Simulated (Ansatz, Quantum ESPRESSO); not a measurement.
# AlOs (Pm-3m): zone-centre phonons, part 2 of 2

Which modes does AlOs (Pm-3m) have at the zone centre?

Quantum ESPRESSO 7.5; DFT PBEsol, scalar-relativistic, plane waves, GBRV ultrasoft pseudopotentials.

So far. Step 5 (Linear response at Γ): The acoustic modes at Γ come out as far as 3.4 cm⁻¹ from zero, where they should vanish, a small numerical error. The relaxed cell has a = 2.992 Å (conventional setting).

### 6. Zone-centre analysis

A rigid shift of the crystal must cost nothing, but grids and finite bases break this; the acoustic sum rule is imposed before the matrix is diagonalised again.

Input file dynmat.in:

```
&input
   fildyn = 'g.dyn'
   asr = 'simple'
   fileig = 'dynmat.eig'
/
```

Started as:

```sh
> dynmat.x -in dynmat.in > dynmat.out
```

Numbers of over 12 decimals in the logs are rounded to 6 here.

Output:

```text
[banner, memory and clock lines left out]
Program DYNMAT v.7.5

     Reading Dynamical Matrix from file g.dyn
     ...Force constants read
     ...epsilon and Z* not read (not found on file)
     A direction for q was not specified:TO-LO splitting will be absent

     Polarizability (A^3 units)
     multiply by 1.000000 for Clausius-Mossotti correction
         0.000000    0.000000    0.000000
         0.000000    0.000000    0.000000
         0.000000    0.000000    0.000000

     IR activities are in (D/A)^2/amu units

# mode   [cm-1]    [THz]      IR
    1     -0.00   -0.0000    0.0000
    2      0.00    0.0000    0.0000
    3      0.00    0.0000    0.0000
    4    327.81    9.8276    0.0000
    5    327.81    9.8276    0.0000
    6    327.81    9.8276    0.0000
```

Run time: 0.58 s. Hardware: 1 thread of AMD EPYC 9R45, shared host.

Read from the output:

```
highest optical zone-centre mode (no LO-TO term) : 327.8 cm⁻¹
lowest optical zone-centre mode                  : 327.8 cm⁻¹
```

Unit eigenvectors of the mass-weighted matrix after the sum rule; no LO-TO term. Modes at Γ, with each element's share of the kinetic energy:

```csv
mode,frequency (cm⁻¹),symmetry,Al %,Os %
1,0.0,acoustic,12,88
2,0.0,acoustic,12,88
3,0.0,acoustic,12,88
4,327.8,T1u,88,12
5,327.8,T1u,88,12
6,327.8,T1u,88,12
```

Displacements in mode 4 (327.8 cm⁻¹), the largest set to 1:
```
Al1  0.00  0.00  1.00
Os2  0.00  0.00 -0.14
```

The rule moves no optical mode by more than 0.1 cm⁻¹.

### 7. Sum rules set otherwise (asr crystal)

The rule can be imposed in more than one way; the choices should agree where the raw error is small.

Input file dynmat.in:

```
&input
   fildyn = 'g.dyn'
   asr = 'crystal'
   fileig = 'dynmat.eig'
/
```

Started as:

```sh
> dynmat.x -in dynmat.in > dynmat.out
```

Output:

```text
[banner, memory and clock lines left out]
Program DYNMAT v.7.5

     Reading Dynamical Matrix from file g.dyn
     ...Force constants read
     ...epsilon and Z* not read (not found on file)
     Acoustic Sum Rule: || Z*(ASR) - Z*(orig)|| =    0.000000E+00
     Acoustic Sum Rule: ||dyn(ASR) - dyn(orig)||=    1.743828E-04
     A direction for q was not specified:TO-LO splitting will be absent

     Polarizability (A^3 units)
     multiply by 1.000000 for Clausius-Mossotti correction
         0.000000    0.000000    0.000000
         0.000000    0.000000    0.000000
         0.000000    0.000000    0.000000

     IR activities are in (D/A)^2/amu units

# mode   [cm-1]    [THz]      IR
    1     -0.00   -0.0000    0.0000
    2     -0.00   -0.0000    0.0000
    3      0.00    0.0000    0.0000
    4    327.85    9.8288    0.0000
    5    327.85    9.8288    0.0000
    6    327.85    9.8288    0.0000
```

The job ended after 0.59 s (1 thread).

Read from the output:

- highest optical zone-centre mode (no LO-TO term): 327.9 cm⁻¹
- lowest optical zone-centre mode: 327.9 cm⁻¹

Zone-centre frequencies as printed; negative means imaginary. Modes:

```csv
mode,frequency (cm⁻¹)
1,0
2,0
3,0
4,327.9
5,327.9
6,327.9
```

Against the first rule no mode moves by more than 0.1 cm⁻¹.

### 8. Sum rules set otherwise: a sum rule for molecules or wires on a crystal

This rule also removes rotations, which suits molecules and not a crystal; it is tried to see the harm.

Input file dynmat.in:

```
&input
   fildyn = 'g.dyn'
   asr = 'zero-dim'
   fileig = 'dynmat.eig'
/
```

Started as:

```sh
> dynmat.x -in dynmat.in > dynmat.out
```

Output:

```text
[banner, memory and clock lines left out]
Program DYNMAT v.7.5

     Reading Dynamical Matrix from file g.dyn
     ...Force constants read
     ...epsilon and Z* not read (not found on file)
     Acoustic Sum Rule: || Z*(ASR) - Z*(orig)|| =    0.000000E+00
     Acoustic Sum Rule: ||dyn(ASR) - dyn(orig)||=    5.437348E-01
     A direction for q was not specified:TO-LO splitting will be absent

     Polarizability (A^3 units)
     multiply by 1.000000 for Clausius-Mossotti correction
         0.000000    0.000000    0.000000
         0.000000    0.000000    0.000000
         0.000000    0.000000    0.000000

     IR activities are in (D/A)^2/amu units

# mode   [cm-1]    [THz]      IR
    1     -0.00   -0.0000    0.0000
    2     -0.00   -0.0000    0.0000
    3      0.00    0.0000    0.0000
    4      0.00    0.0000    0.0000
    5      0.00    0.0000    0.0000
    6    327.85    9.8288    0.0000
```

It took 0.58 s on 1 thread.

The program raised no error, yet the settings are not those of a careful run.

The fault: a sum rule for molecules or wires on a crystal; 2 optical modes are projected out to zero frequency, as if they were rotations.

For a crystal the rule has to be 'simple' or 'crystal'.

Zone-centre frequencies as printed; negative means imaginary. Modes:

```
mode  frequency (cm⁻¹)
   1                 0
   2                 0
   3                 0
   4                 0
   5                 0
   6             327.9
```

### 9. Cross-check with Ansatz

The same cell goes through another code, with its own cutoff. It uses its own PAW datasets, so the potentials differ. Its k mesh is centred on Γ.

This step: DFT PBEsol, scalar-relativistic, plane waves, PAW (Ansatz 0.2.0).

Input file input.yaml:

```yaml
crystal:
  lattice:
    - [2.992461975, 0.0, 0.0]
    - [0.0, 2.992461975, 0.0]
    - [0.0, 0.0, 2.992461975]
  atoms:
    - { symbol: Al, position: [0.0, 0.0, 0.0] }
    - { symbol: Os, position: [0.5, 0.5, 0.5] }
kpoints:
  mp_grid: { grid: [12, 12, 12] }
hamiltonian:
  xc: pbesol
scf:
  occupations: { method: cold, width: 0.27211 }
output:
  eigenvalues: true
phonons:
  method: dfpt
```

Started as:

```sh
> ansatz run input.yaml --threads 4 --pin off --max-ram 8192MiB --backend cpu --events-out ev --progress --plain --runs-dir out
```

Output:

```text
Engine: ansatz 0.2.0, x86_64-unknown-linux-gnu
Pseudopotentials: kind: paw
Pseudopotential: Al, paw, valence charge 3, recommended cutoff 420 eV (normal), Al.paw.azcp
Pseudopotential: Os, paw, valence charge 16, recommended cutoff 420 eV (normal), Os.paw.azcp
Functional definition: PBEsol
  exchange = pbesol_x
  correlation = pbesol_c
Crystal: 2 atoms, lattice volume = 26.797 Å³
Basis set: ecut = 420 eV, 515 PW (Γ), exchange–correlation on 48×48×48 points (8 copies of the dense FFT grid, shifted against one another)
Bands: 14, of which v1, the nominal top of the filled ones, is band 10 counted from 1 (9 counted from 0)
Symmetry: 48 space group operations
k-points: 196 of 1728 (irreducible under 8 space group operations, time reversal used)
Non-local potential: Al, projectors of the file, l = 0: 2, l = 1: 2, l = 2: 1
Non-local potential: Os, projectors of the file, l = 0: 3, l = 1: 2, l = 2: 2, l = 3: 1
PAW form: soft (Blöchl's): semilocal exchange-correlation on the pseudo side does not see the compensation charge
PAW frozen core: Al, regenerated for the run's functional, and the local potential with it (the file was generated under x = pbe(κ = 0.804, μ = 0.219515), c = pbe(β = 0.066725))
PAW frozen core: Os, regenerated for the run's functional, and the local potential with it (the file was generated under x = pbe(κ = 0.804, μ = 0.219515), c = pbe(β = 0.066725))
PAW one-centre angular grid: Al, 110 points (default); XC on 64 Gauss nodes
PAW one-centre angular grid: Os, 590 points (default); XC on 64 Gauss nodes
Initial density: superposition of atomic densities (neutral atoms: chi_scale 0, normalization atom), corrected by the library's trained network
Initial wavefunctions: pseudopotential atomic-orbital guess
Functional: x = pbesol(κ = 0.804, μ = 0.123457), c = pbesol(β = 0.046)
SCF iter   1: F=—  HF=-11776.325689 eV  |F-HF|=—  |Δ(HF+E_count)|=         —  Δρ=5.54e-3  dr2=5.12e-3  ethr=1.77e-3  ⟨swp⟩=4.3  Hψ=12671  notcnv=0
preconditioner: auto → none  [metal: Δε(μ)=0.026 eV  Ē_g=9.398 eV  σ=0.272 eV  W_gap=0.07  n_scr=6 (ndim 8)  ℏωp=23.8 eV  f_vac=0.000  D(μ)=1.20/eV (n_scr^D=6)  sad-step TF]
SCF iter   2: F=—  HF=-11776.325247 eV  |F-HF|=—  |Δ(HF+E_count)|=   4.41e-4  S|Δr|=    0.00e0  Δρ=3.22e-3  dr2=2.06e-3  ethr=2.70e-5  ⟨swp⟩=1.0  Hψ=4312  notcnv=0
SCF iter   3: F=—  HF=-11776.324765 eV  |F-HF|=—  |Δ(HF+E_count)|=   4.82e-4  S|Δr|=    0.00e0  Δρ=2.38e-4  dr2=3.74e-6  ethr=1.08e-5  ⟨swp⟩=2.1  Hψ=3380  notcnv=0
SCF iter   4: F=—  HF=-11776.324767 eV  |F-HF|=—  |Δ(HF+E_count)|=   1.73e-6  S|Δr|=    0.00e0  Δρ=1.88e-5  dr2=7.22e-8  ethr=1.97e-8  ⟨swp⟩=2.3  Hψ=3881  notcnv=0
SCF iter   5: F=—  HF=-11776.324763 eV  |F-HF|=—  |Δ(HF+E_count)|=   3.71e-6  S|Δr|=    0.00e0  Δρ=2.23e-6  dr2=1.20e-9  ethr=3.80e-10  ⟨swp⟩=2.4  Hψ=3828  notcnv=0
SCF iter   6: F=—  HF=-11776.324763 eV  |F-HF|=—  |Δ(HF+E_count)|=  3.53e-10  S|Δr|=    0.00e0  Δρ=2.38e-7  dr2=1.05e-11  ethr=6.34e-12  ⟨swp⟩=2.3  Hψ=4329  notcnv=0
SCF iter   7: F=-11776.324763 eV  HF=-11776.324763 eV  |F-HF|=0.00e0  |Δ(HF+E_count)|=  5.46e-12  S|Δr|=    0.00e0  Δρ=4.15e-8  dr2=3.45e-13  ethr=1.00e-12  ⟨swp⟩=4.5  Hψ=9733  notcnv=0
SCF 1 converged in 7 iterations: F = -11776.324763 eV  dr2 = 3.45e-13
  greatest PAW one-centre occupation: 1.000 electrons in one spin orbital (limit 2), on the Os atom at site 1 (counted from 0), in its partial waves of l = 0
DFPT response loops at Γ: preconditioner auto → Kerker (q_TF=auto, 2.576 Å⁻¹) (partly filled bands, converged f_vac=0.000); β = 1.00, the filter's whole step (`scf.mixing.beta` (0.50) is not read by the response loops under this deck's `scf.mixing.preconditioner`; to damp them name `kerker` or `kerker_dos`, under which they read `scf.mixing.beta`, and type it under 1.00, their step now; both keys bind the ground state too); Broyden in place of MSR1
SCF converged after 7 iterations
Stability not checked: this state was not tested for a lower state beside it, because cold or Methfessel-Paxton smearing, or corrected tetrahedra, fill the levels in a way that the test cannot read (fill_not_monotonic; see scf.lower_state_search)
Free energy (F): -11776.324763 eV
Harris-Foulkes:  -11776.324763 eV  (|F-HF|=0.00e0)
Internal energy: -11776.328063 eV  (E = F + TS)
E sigma→0 (E₀):  -11776.325863 eV
Entropy (-TS):   0.003300 eV (1.650 meV/atom)
Fermi energy:    17.601970 eV
--- Per-component energies (eV) ---
  E_band       = -141.380238
  E_kinetic    = 592.257606
  E_local      = -1275.081170  (includes V_loc(G=0)·N_el)
  E_nonlocal   = 11.537430
  E_hartree    = 531.199432
  E_xc         = -306.808746
  E_vxc        = -315.714678  (∫ρ·V_xc dr)
  E_paw        = -9335.450437  (= ΣΔE_a)
  E_vpaw       = -216.778234  (= ΣTr[D̂ρ^β])
  E_aug_tail   = -0.000080  (compensation charges beyond the density's cutoff)
  E_ewald      = -1994.249169
  E_core_change = 0.267072  (= ΣΔE_core)
  E_smearing   = 0.003300  (= −TS)
  E_closure    = 0.000000  (closes the sum)
  Σ components = -11776.324763   (vs F -11776.324763, Δ=0.00e0)
--- Band table (eV; the first three rows and the last of 196) ---
  k-point 0: bands = [... 6 lower, 13.3557, 18.0081, 18.0081, 18.0081, 23.1574, 23.1574, 23.1574, 29.0922]
  k-point 1: bands = [... 6 lower, 13.4118, 17.7759, 17.7759, 18.0301, 22.5590, 23.4833, 23.4833, 28.6303]
  k-point 2: bands = [... 6 lower, 13.5558, 17.2408, 17.2408, 18.0911, 21.3907, 24.2970, 24.2970, 27.5769]
  k-point 195: bands = [... 6 lower, 12.3053, 19.7811, 19.9173, 19.9173, 21.0893, 21.0893, 21.0893, 26.2724]
--- Phonons (Γ-DFPT): 2 representative perturbations + reference, on 196 of 1728 k-points (Σ response iterations 6) ---
  k mesh reduced under 8 symmetry operations, with k and −k counted as one. Each operation leaves every solved perturbation unchanged. A smaller set is not used because it would not reduce the number of displacements times k-points to solve
  ASR residual: 3.569e-5 → 0.000e0 eV/Å²; symmetrization residual: 7.133e-7 eV/Å²
  ASR residual per site (eV/Å²): 1.37e-5 3.57e-5
  Γ frequencies (cm⁻¹): 0.00 0.00 0.00 327.44 327.44 327.44
  non-analytic LO–TO correction: not included (Born effective charges unavailable; polar crystals: no LO–TO splitting at Γ)
```

The job ended after 2.1 s (4 threads; peak memory 0.57 GiB).

Read from the output:

| Quantity | Value |
| --- | --- |
| sum-rule residual before enforcement | 3.57e-5 eV/Å² |
| highest optical zone-centre mode (no LO-TO term) | 327.4 cm⁻¹ |
| lowest optical zone-centre mode | 327.4 cm⁻¹ |

### 10. The two compared: QE GBRV and Ansatz, PAW

Worked out from the results:

```yaml
root_mean_square_difference: 0.37 cm⁻¹
largest_difference: 0.37 cm⁻¹
```

Frequencies side by side, by row:

```csv
q (reciprocal lattice),mode,QE GBRV (cm⁻¹),"Ansatz, PAW (cm⁻¹)"
0 0 0,1,0,0
0 0 0,2,0,0
0 0 0,3,0,0
0 0 0,4,327.8,327.4
0 0 0,5,327.8,327.4
0 0 0,6,327.8,327.4
```

At the zone centre the largest difference (acoustic modes at Γ apart) is 0.1 % of the highest mode.

### 11. What came out

```json
{
 "space group after relaxation": "Pm-3m",
 "volume per atom": "13.4 Å³",
 "highest optical zone-centre mode (no LO-TO term)": "327.8 cm⁻¹",
 "imaginary optical modes at the zone centre (no q mesh in this session)": "none",
 "largest difference from Ansatz, PAW": "0.37 cm⁻¹"
}
```

**Reading.** At the PBEsol level the optical modes of AlOs (Pm-3m) at the zone centre lie at 328 cm⁻¹. QE GBRV and Ansatz, PAW agree to 0.37 cm⁻¹ (0.1 % of the highest mode compared) on all solved modes but the acoustic ones at Γ, without the LO-TO term. These are harmonic frequencies at zero temperature: anharmonic shifts and linewidths and thermal expansion are left out. Spin-orbit coupling is left out, which can matter for the heavy elements here. In a metal the frequencies hang on the k mesh and the smearing, most of all near Kohn anomalies. The runs are without spin polarisation, although the cell has an odd electron count or an open d or f shell, so a magnetic state was not tested. The structure comes from a database and need not be the phase that is stable at ambient conditions.

[Host names and launcher messages were left out of these logs when they were recorded.]

[Logs are printed without paths, hosts, clocks, repeated set-up lines and the standing remarks that a program may print on its own settings, such as how far it seeks lower states.]

[Hosts, paths, dates, database ids (printed as entryN), source tags and the programs' standing remarks are cut or masked in the printed files.]
